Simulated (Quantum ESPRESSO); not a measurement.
## Moments of CuNi7 from a parallel start

Wanted: the size of the moments of CuNi7 in the parallel state.

Calculated with Quantum ESPRESSO 7.5; PBE; plane waves with GBRV 1.5 PBE potentials, no spin-orbit coupling.

## Step 1: The starting structure

Symmetry: P4/mmm, No. 123, tetragonal system. The conventional cell has a = 3.535 Å, b = 3.535 Å, c = 7.071 Å, α = 90.00°, β = 90.00°, γ = 90.00°. Ni has 12 Ni at 2.50 Å nearest. Nearest to Ni lie 12 Ni at 2.50 Å. Ni has 10 Ni at 2.50 Å and 2 Cu at 2.50 Å nearest. Nearest to Ni lie 8 Ni at 2.50 Å and 4 Cu at 2.50 Å. Cu has 12 Ni at 2.50 Å nearest. Farther neighbours are not listed.

The cell was typed by rule, not taken from a database of measured structures.

## Step 2: Run 1 (ferro +++++++)

The signs are those of the starting moments on the seeded atoms, the atoms that are given a moment.

The input, pw.in:

```
&CONTROL
  calculation = 'scf'
  prefix = 'pwscf'
  outdir = './tmp'
  pseudo_dir = './pseudo'
  disk_io = 'nowf'
/
&SYSTEM
  ibrav = 0
  celldm(1) = 8
  nat = 8
  ntyp = 2
  ecutwfc = 40
  ecutrho = 280
  nbnd = 91
  occupations = 'smearing'
  smearing = 'fd'
  degauss = 0.00367493
  nspin = 2
  starting_magnetization(1) = 0.0389
  starting_magnetization(2) = 0
/
&ELECTRONS
  conv_thr = 1.6d-08
  electron_maxstep = 150
  mixing_beta = 0.3
/
ATOMIC_SPECIES
Ni     58.6934 ni_pbe_v1.4.uspp.F.UPF
Cu     63.5460 cu_pbe_v1.2.uspp.F.UPF
CELL_PARAMETERS alat
   0.8351113122311    0.0000000000000    0.0000000000000
   0.0000000000000    0.8351113122311    0.0000000000000
   0.0000000000000    0.0000000000000    1.6702226244622
ATOMIC_POSITIONS crystal
Ni      0.0000000000    0.0000000000    0.0000000000
Ni      0.5000000000    0.5000000000    0.0000000000
Ni      0.5000000000    0.0000000000    0.2500000000
Ni      0.0000000000    0.5000000000    0.2500000000
Ni      0.0000000000    0.0000000000    0.5000000000
Cu      0.5000000000    0.5000000000    0.5000000000
Ni      0.5000000000    0.0000000000    0.7500000000
Ni      0.0000000000    0.5000000000    0.7500000000
K_POINTS automatic
9 9 5 0 0 0
```

Command:

```sh
$ OMP_NUM_THREADS=1 mpirun -n 4 pw.x -nk 4 -in pw.in > pw.out
```

What it wrote:

```text
Program PWSCF v.7.5 starts

     Message from routine setup:
     using ibrav=0 with symmetry is DISCOURAGED, use correct ibrav instead

     K-points division:     npool     =       4
     Subspace diagonalization in iterative solution of the eigenvalue problem:

     G-vector sticks info
     --------------------
     sticks:   dense  smooth     PW     G-vecs:    dense   smooth      PW
     Sum         989     569    177                47219    20285    3429

     Using Slab Decomposition

     bravais-lattice index     =            0
     lattice parameter (alat)  =       8.0000  a.u.
     unit-cell volume          =     596.3937 (a.u.)^3
     number of atoms/cell      =            8
     number of atomic types    =            2
     number of electrons       =       145.00
     number of Kohn-Sham states=           91
     kinetic-energy cutoff     =      40.0000  Ry
     charge density cutoff     =     280.0000  Ry
     scf convergence threshold =      1.6E-08
     mixing beta               =       0.3000
     number of iterations used =            8  plain     mixing
     Exchange-correlation= SLA  PW   PBE  PBE
                           (   1   4   3   4   0   0   0)

     celldm(1)=   8.000000  celldm(2)=   0.000000  celldm(3)=   0.000000
     celldm(4)=   0.000000  celldm(5)=   0.000000  celldm(6)=   0.000000

     crystal axes: (cart. coord. in units of alat)
               a(1) = (   0.835111   0.000000   0.000000 )
               a(2) = (   0.000000   0.835111   0.000000 )
               a(3) = (   0.000000   0.000000   1.670223 )

     reciprocal axes: (cart. coord. in units 2 pi/alat)
               b(1) = (  1.197445  0.000000  0.000000 )
               b(2) = (  0.000000  1.197445  0.000000 )
               b(3) = (  0.000000  0.000000  0.598723 )

     PseudoPot. # 1 for Ni read from file:
     ni_pbe_v1.4.uspp.F.UPF
     Pseudo is Ultrasoft + core correction, Zval = 18.0
     Generated by new atomic code, or converted to UPF format
     Using radial grid of  865 points,  6 beta functions with:
                l(1) =   0
                l(2) =   0
                l(3) =   1
                l(4) =   1
                l(5) =   2
                l(6) =   2
     Q(r) pseudized with 10 coefficients,  rinner =    0.980   0.980   0.980
                                                       0.980   0.980

     PseudoPot. # 2 for Cu read from file:
     cu_pbe_v1.2.uspp.F.UPF
     Pseudo is Ultrasoft + core correction, Zval = 19.0
     Generated by new atomic code, or converted to UPF format
     Using radial grid of  867 points,  6 beta functions with:
                l(1) =   0
                l(2) =   0
                l(3) =   1
                l(4) =   1
                l(5) =   2
                l(6) =   2
     Q(r) pseudized with  8 coefficients,  rinner =    1.150   1.150   1.150
                                                       1.150   1.150

     atomic species   valence    mass     pseudopotential
     Ni               18.00    58.69340     Ni( 1.00)
     Cu               19.00    63.54600     Cu( 1.00)

     Starting magnetic structure
     atomic species   magnetization
     Ni              0.039
     Cu              0.000

     16 Sym. Ops., with inversion, found

   Cartesian axes

     site n.     atom                  positions (alat units)
         1        Ni     tau(   1) = (   0.0000000   0.0000000   0.0000000  )
         2        Ni     tau(   2) = (   0.4175557   0.4175557   0.0000000  )
         3        Ni     tau(   3) = (   0.4175557   0.0000000   0.4175557  )
         4        Ni     tau(   4) = (   0.0000000   0.4175557   0.4175557  )
         5        Ni     tau(   5) = (   0.0000000   0.0000000   0.8351113  )
         6        Cu     tau(   6) = (   0.4175557   0.4175557   0.8351113  )
         7        Ni     tau(   7) = (   0.4175557   0.0000000   1.2526670  )
         8        Ni     tau(   8) = (   0.0000000   0.4175557   1.2526670  )

     number of k points=    45  Fermi-Dirac smearing, width (Ry)=  0.0037
                       cart. coord. in units 2pi/alat
        k(    1) = (   0.0000000   0.0000000   0.0000000), wk =   0.0024691
        k(    2) = (   0.0000000   0.0000000   0.1197445), wk =   0.0049383
        k(    3) = (   0.0000000   0.0000000   0.2394890), wk =   0.0049383
        k(    4) = (   0.0000000   0.1330495   0.0000000), wk =   0.0098765
        k(    5) = (   0.0000000   0.1330495   0.1197445), wk =   0.0197531
        [... 40 further k-points ...]

     Dense  grid:    47219 G-vectors     FFT dimensions: (  36,  36,  72)

     Smooth grid:    20285 G-vectors     FFT dimensions: (  27,  27,  54)

     Check: negative core charge=   -0.000019
     Generating pointlists ...
     new r_m :   0.2436 (alat units)  1.9487 (a.u.) for type    1
     new r_m :   0.2436 (alat units)  1.9487 (a.u.) for type    2

     Initial potential from superposition of free atoms

     starting charge     130.0000, renormalised to     145.0000
     Starting wfcs are  104 randomized atomic wfcs

     Self-consistent Calculation

     iteration #  1     ecut=    40.00 Ry     beta= 0.30
     Davidson diagonalization with overlap
     ethr =  1.00E-02,  avg # of iterations =  4.0

     total energy              =   -2742.24348456 Ry
     estimated scf accuracy    <     262.37105815 Ry

     total magnetization       =     1.35 Bohr mag/cell
     absolute magnetization    =     1.60 Bohr mag/cell

     iteration #  2     ecut=    40.00 Ry     beta= 0.30
     Davidson diagonalization with overlap
     ethr =  1.00E-02,  avg # of iterations =  4.0

     total energy              =   -2758.36958097 Ry
     estimated scf accuracy    <     332.85712433 Ry

     total magnetization       =     0.17 Bohr mag/cell
     absolute magnetization    =     0.27 Bohr mag/cell

     iteration #  3     ecut=    40.00 Ry     beta= 0.30
     Davidson diagonalization with overlap
     ethr =  1.00E-02,  avg # of iterations =  4.3

     total energy              =   -2795.14697158 Ry
     estimated scf accuracy    <     131.29482555 Ry

     total magnetization       =     0.25 Bohr mag/cell
     absolute magnetization    =     0.73 Bohr mag/cell

     [... further iterations left out ...]

     iteration # 25     ecut=    40.00 Ry     beta= 0.30
     Davidson diagonalization with overlap
     ethr =  1.33E-10,  avg # of iterations =  1.2

     total energy              =   -2806.71744183 Ry
     estimated scf accuracy    <       0.00000017 Ry

     total magnetization       =     4.18 Bohr mag/cell
     absolute magnetization    =     4.87 Bohr mag/cell

     iteration # 26     ecut=    40.00 Ry     beta= 0.30
     Davidson diagonalization with overlap
     ethr =  1.17E-10,  avg # of iterations =  1.0

     total energy              =   -2806.71744184 Ry
     estimated scf accuracy    <       0.00000002 Ry

     total magnetization       =     4.18 Bohr mag/cell
     absolute magnetization    =     4.87 Bohr mag/cell

     iteration # 27     ecut=    40.00 Ry     beta= 0.30
     Davidson diagonalization with overlap
     ethr =  1.44E-11,  avg # of iterations =  1.0

     total energy              =   -2806.71744184 Ry
     estimated scf accuracy    <       0.00000002 Ry

     total magnetization       =     4.18 Bohr mag/cell
     absolute magnetization    =     4.87 Bohr mag/cell

     iteration # 28     ecut=    40.00 Ry     beta= 0.30
     Davidson diagonalization with overlap
     ethr =  1.31E-11,  avg # of iterations =  1.0

     Magnetic moment per site  (integrated on atomic sphere of radius R)
     atom   1 (R=0.244)  charge= 16.7164  magn=  0.6468
     atom   2 (R=0.244)  charge= 16.7047  magn=  0.7135
     atom   3 (R=0.244)  charge= 16.7167  magn=  0.6316
     atom   4 (R=0.244)  charge= 16.7167  magn=  0.6316
     atom   5 (R=0.244)  charge= 16.7231  magn=  0.5551
     atom   6 (R=0.244)  charge= 17.7591  magn=  0.0150
     atom   7 (R=0.244)  charge= 16.7167  magn=  0.6316
     atom   8 (R=0.244)  charge= 16.7167  magn=  0.6316

     End of self-consistent calculation

     [... lines left out ...]
     the Fermi energy is    17.4672 ev

!    total energy              =   -2806.71744184 Ry
     estimated scf accuracy    <          7.9E-09 Ry
     smearing contrib. (-TS)   =      -0.00758000 Ry
     internal energy E=F+TS    =   -2806.70986184 Ry

     The total energy is F=E-TS. E is the sum of the following terms:
     one-electron contribution =   -1615.14834626 Ry
     hartree contribution      =     899.95626398 Ry
     xc contribution           =    -287.74276237 Ry
     ewald contribution        =   -1803.77501719 Ry

     total magnetization       =     4.18 Bohr mag/cell
     absolute magnetization    =     4.87 Bohr mag/cell

     convergence has been achieved in  28 iterations

=------------------------------------------------------------------------------=
   JOB DONE.
=------------------------------------------------------------------------------=
```

Wall time 2.3 min (4 MPI ranks of AMD EPYC 9R45, shared host); peak memory 0.8 GiB; 9.1 min of CPU time.

Spin moment in the atom's sphere by atom:

```csv
atom,spin moment in the atom's sphere (μB)
Ni1,0.647
Ni2,0.714
Ni3,0.632
Ni4,0.632
Ni5,0.555
Cu6,0.015
Ni7,0.632
Ni8,0.632
```

Read from the output:

```
smearing term TS       : 0.1031 eV
magnetization          : 4.177 μB
absolute magnetization : 4.871 μB
final state            : ferromagnetic
```

Spin density in the ac plane at fractional y = 0.500, with atoms of Ni and Cu within 0.2 Å of it.

Values in e/Å³, 24 rows by 14 columns, each cell a mean:
```
0.0 0.0 0.0 0.0 0.1 0.3 1.1 1.4 0.9 0.2 0.0 0.0 0.0 0.0
0.0 0.0 0.0 0.0 0.0 0.1 0.2 0.2 0.2 0.1 0.0 0.0 0.0 0.0
0.0 0.0 0.0 0.0 0.0 0.0 0.0 0.0 0.0 0.0 0.0 0.0 0.0 0.0
0.1 0.1 0.0 0.0 0.0 0.0 0.0 0.0 0.0 0.0 0.0 0.0 0.0 0.1
0.8 0.5 0.1 0.0 0.0 0.0 0.0 0.0 0.0 0.0 0.0 0.0 0.2 0.6
1.9 1.0 0.2 0.0 0.0 0.0 0.0 0.0 0.0 0.0 0.0 0.1 0.3 1.3
1.2 0.7 0.2 0.0 0.0 0.0 0.0 0.0 0.0 0.0 0.0 0.0 0.2 0.8
0.2 0.2 0.1 0.0 0.0 0.0 0.0 0.0 0.0 0.0 0.0 0.0 0.1 0.2
0.0 0.0 0.0 0.0 0.0 0.0 0.0 0.0 0.0 0.0 0.0 0.0 0.0 0.0
0.0 0.0 0.0 0.0 0.0 0.0 0.0 0.0 0.0 0.0 0.0 0.0 0.0 0.0
0.0 0.0 0.0 0.0 0.0 0.0 0.0 0.1 0.0 0.0 0.0 0.0 0.0 0.0
0.0 0.0 0.0 0.0 0.0 0.0 0.1 0.2 0.1 0.0 0.0 0.0 0.0 0.0
0.0 0.0 0.0 0.0 0.0 0.0 0.1 0.1 0.1 0.0 0.0 0.0 0.0 0.0
0.0 0.0 0.0 0.0 0.0 0.0 0.0 0.0 0.0 0.0 0.0 0.0 0.0 0.0
0.0 0.0 0.0 0.0 0.0 0.0 0.0 0.0 0.0 0.0 0.0 0.0 0.0 0.0
0.1 0.1 0.0 0.0 0.0 0.0 0.0 0.0 0.0 0.0 0.0 0.0 0.0 0.1
0.8 0.5 0.1 0.0 0.0 0.0 0.0 0.0 0.0 0.0 0.0 0.0 0.2 0.6
1.9 1.0 0.2 0.0 0.0 0.0 0.0 0.0 0.0 0.0 0.0 0.1 0.3 1.3
1.2 0.7 0.2 0.0 0.0 0.0 0.0 0.0 0.0 0.0 0.0 0.0 0.2 0.8
0.2 0.2 0.1 0.0 0.0 0.0 0.0 0.0 0.0 0.0 0.0 0.0 0.1 0.2
0.0 0.0 0.0 0.0 0.0 0.0 0.0 0.0 0.0 0.0 0.0 0.0 0.0 0.0
0.0 0.0 0.0 0.0 0.0 0.0 0.1 0.1 0.1 0.0 0.0 0.0 0.0 0.0
0.0 0.0 0.0 0.0 0.0 0.3 0.8 0.9 0.7 0.2 0.0 0.0 0.0 0.0
0.0 0.0 0.0 0.0 0.1 0.3 1.5 2.2 1.2 0.3 0.0 0.0 0.0 0.0
```
Columns run along a (3.5 Å), rows up along c (7.1 Å). Atoms in or near the plane, at fractional coordinates: Ni at (0.50, 0.00), Ni at (0.00, 0.25), Cu at (0.50, 0.50), Ni at (0.00, 0.75).

Valence density in the ac plane at fractional y = 0.500, with atoms of Ni and Cu within 0.2 Å of it. It is the smooth field of the valence electrons, not physical close to the nuclei.

Values in e/Å³, 24 rows by 14 columns, each cell a mean:
```
 0  0  0  0  1  7 22 31 19  5  1  0  0  0
 0  0  0  0  1  2  6  8  5  2  1  0  0  0
 1  1  0  0  0  0  1  1  1  0  0  0  0  1
 3  2  1  0  0  0  0  0  0  0  0  0  1  2
24 14  4  1  0  0  0  0  0  0  0  1  5 17
38 28  8  1  0  0  0  0  0  0  0  2 11 33
31 19  5  1  0  0  0  0  0  0  0  1  7 23
 8  5  2  1  0  0  0  0  0  0  0  1  2  6
 1  1  0  0  0  0  1  1  0  0  0  0  0  1
 0  0  0  0  0  1  2  3  2  1  0  0  0  0
 0  0  0  0  1  5 17 28 15  4  1  0  0  0
 0  0  0  0  2 10 41 68 34  8  1  0  0  0
 0  0  0  0  1  7 24 39 20  5  1  0  0  0
 0  0  0  0  1  2  5  8  5  2  1  0  0  0
 1  1  0  0  0  0  1  1  1  0  0  0  0  1
 3  2  1  0  0  0  0  0  0  0  0  0  1  2
24 14  4  1  0  0  0  0  0  0  0  1  5 17
38 28  8  1  0  0  0  0  0  0  0  2 11 33
31 19  5  1  0  0  0  0  0  0  0  1  7 23
 8  5  2  1  0  0  0  0  0  0  0  1  2  6
 1  1  0  0  0  0  1  1  1  0  0  0  0  1
 0  0  0  0  0  1  2  3  2  1  0  0  0  0
 0  0  0  0  1  5 17 24 14  4  1  0  0  0
 0  0  0  0  2 11 32 38 28  8  1  0  0  0
```
Columns run along a (3.5 Å), rows up along c (7.1 Å). Atoms in or near the plane, at fractional coordinates: Ni at (0.50, 0.00), Ni at (0.00, 0.25), Cu at (0.50, 0.50), Ni at (0.00, 0.75).

## Step 3: Run 2 (no spin polarisation)

Edit pw.in of step 2 so:

```diff
@@ -14,3 +14,3 @@
   ecutrho = 280
-  nbnd = 91
+  nbnd = 88
   occupations = 'smearing'
@@ -18,5 +18,2 @@
   degauss = 0.00367493
-  nspin = 2
-  starting_magnetization(1) = 0.0389
-  starting_magnetization(2) = 0
 /
```

What it wrote:

```text
[banner, memory and clock lines left out]
Program PWSCF v.7.5 starts

     Message from routine setup:
     using ibrav=0 with symmetry is DISCOURAGED, use correct ibrav instead

     bravais-lattice index     =            0
     lattice parameter (alat)  =       8.0000  a.u.
     unit-cell volume          =     596.3937 (a.u.)^3
     number of atoms/cell      =            8
     number of atomic types    =            2
     number of electrons       =       145.00
     number of Kohn-Sham states=           88
     kinetic-energy cutoff     =      40.0000  Ry
     charge density cutoff     =     280.0000  Ry
     scf convergence threshold =      1.6E-08
     mixing beta               =       0.3000
     number of iterations used =            8  plain     mixing
     Exchange-correlation= SLA  PW   PBE  PBE
                           (   1   4   3   4   0   0   0)

     celldm(1)=   8.000000  celldm(2)=   0.000000  celldm(3)=   0.000000
     celldm(4)=   0.000000  celldm(5)=   0.000000  celldm(6)=   0.000000

     crystal axes: (cart. coord. in units of alat)
               a(1) = (   0.835111   0.000000   0.000000 )
               a(2) = (   0.000000   0.835111   0.000000 )
               a(3) = (   0.000000   0.000000   1.670223 )

     reciprocal axes: (cart. coord. in units 2 pi/alat)
               b(1) = (  1.197445  0.000000  0.000000 )
               b(2) = (  0.000000  1.197445  0.000000 )
               b(3) = (  0.000000  0.000000  0.598723 )

     PseudoPot. # 1 for Ni read from file:
     ni_pbe_v1.4.uspp.F.UPF
     Pseudo is Ultrasoft + core correction, Zval = 18.0

     PseudoPot. # 2 for Cu read from file:
     cu_pbe_v1.2.uspp.F.UPF
     Pseudo is Ultrasoft + core correction, Zval = 19.0

     atomic species   valence    mass     pseudopotential
     Ni               18.00    58.69340     Ni( 1.00)
     Cu               19.00    63.54600     Cu( 1.00)

     16 Sym. Ops., with inversion, found

   Cartesian axes

     site n.     atom                  positions (alat units)
         1        Ni     tau(   1) = (   0.0000000   0.0000000   0.0000000  )
         2        Ni     tau(   2) = (   0.4175557   0.4175557   0.0000000  )
         3        Ni     tau(   3) = (   0.4175557   0.0000000   0.4175557  )
         4        Ni     tau(   4) = (   0.0000000   0.4175557   0.4175557  )
         5        Ni     tau(   5) = (   0.0000000   0.0000000   0.8351113  )
         6        Cu     tau(   6) = (   0.4175557   0.4175557   0.8351113  )
         7        Ni     tau(   7) = (   0.4175557   0.0000000   1.2526670  )
         8        Ni     tau(   8) = (   0.0000000   0.4175557   1.2526670  )

     number of k points=    45  Fermi-Dirac smearing, width (Ry)=  0.0037
                       cart. coord. in units 2pi/alat
        k(    1) = (   0.0000000   0.0000000   0.0000000), wk =   0.0049383
        k(    2) = (   0.0000000   0.0000000   0.1197445), wk =   0.0098765
        k(    3) = (   0.0000000   0.0000000   0.2394890), wk =   0.0098765
        k(    4) = (   0.0000000   0.1330495   0.0000000), wk =   0.0197531
        k(    5) = (   0.0000000   0.1330495   0.1197445), wk =   0.0395062
        [... 40 further k-points ...]

     Dense  grid:    47219 G-vectors     FFT dimensions: (  36,  36,  72)

     Smooth grid:    20285 G-vectors     FFT dimensions: (  27,  27,  54)

     Check: negative core charge=   -0.000019

     Initial potential from superposition of free atoms

     starting charge     130.0000, renormalised to     145.0000
     Starting wfcs are  104 randomized atomic wfcs

     Self-consistent Calculation

     iteration #  1     ecut=    40.00 Ry     beta= 0.30
     Davidson diagonalization with overlap
     ethr =  1.00E-02,  avg # of iterations =  3.7

     total energy              =   -2741.61988566 Ry
     estimated scf accuracy    <     263.53897760 Ry

     iteration #  2     ecut=    40.00 Ry     beta= 0.30
     Davidson diagonalization with overlap
     ethr =  1.00E-02,  avg # of iterations =  4.4

     total energy              =   -2758.46678187 Ry
     estimated scf accuracy    <     335.66767897 Ry

     [... further iterations left out ...]

     iteration # 24     ecut=    40.00 Ry     beta= 0.30
     Davidson diagonalization with overlap
     ethr =  2.19E-11,  avg # of iterations =  2.0

     total energy              =   -2806.69625146 Ry
     estimated scf accuracy    <       0.00000003 Ry

     iteration # 25     ecut=    40.00 Ry     beta= 0.30
     Davidson diagonalization with overlap
     ethr =  2.19E-11,  avg # of iterations =  1.0

     End of self-consistent calculation

     [... lines left out ...]
     the Fermi energy is    17.3007 ev

!    total energy              =   -2806.69625146 Ry
     estimated scf accuracy    <          7.0E-10 Ry
     smearing contrib. (-TS)   =      -0.01337809 Ry
     internal energy E=F+TS    =   -2806.68287337 Ry

     The total energy is F=E-TS. E is the sum of the following terms:
     one-electron contribution =   -1615.43582709 Ry
     hartree contribution      =     900.22599909 Ry
     xc contribution           =    -287.69802818 Ry
     ewald contribution        =   -1803.77501719 Ry

     convergence has been achieved in  25 iterations
```

Elapsed: 62 s, on 4 MPI ranks; peak memory 0.6 GiB.

This step gave:

- smearing term TS: 0.1820 eV
- final state: non-magnetic (no spin polarisation)

## Step 4: The states side by side

An order is kept where moments of 0.15 μB or more survive with the typed signs; meshes match where a doubled cell samples the same k points as the first cell.

Orders:

```csv
start,final state,typed order kept,energy over the lowest (meV a seeded atom),largest site moment (μB),net moment (μB a cell of the first run),mesh matched,CPU time (s)
ferro +++++++,ferromagnetic,yes,0,0.7135,4.177,yes,544
no spin polarisation,non-magnetic,-,41.19,0,0,yes,246.2
```

## Step 5: What came out

| Property | Result |
| --- | --- |
| state found | ferromagnetic (from ferro +++++++) |
| largest site moment | 0.713 μB |
| state without moments | 41.2 meV a seeded atom higher |

**Reading.** No opposed start was run, so this says nothing of the order that the crystal takes. The cell was built by rule and the atoms were not relaxed, which can move these energies.

[Logs and program files are shortened in this print: banners, set-up blocks, solver, clock and traceback lines can be left out without a mark of their own.]

[Logs are printed without paths, hosts, clocks, repeated set-up lines and the standing remarks that a program may print on its own settings, such as how far it seeks lower states.]

[Hosts, paths, dates, database ids (printed as entryN), source tags and the programs' standing remarks are cut or masked in the printed files.]

[Where a cell is said to come from a database of computed structures, the database is the Materials Project.]
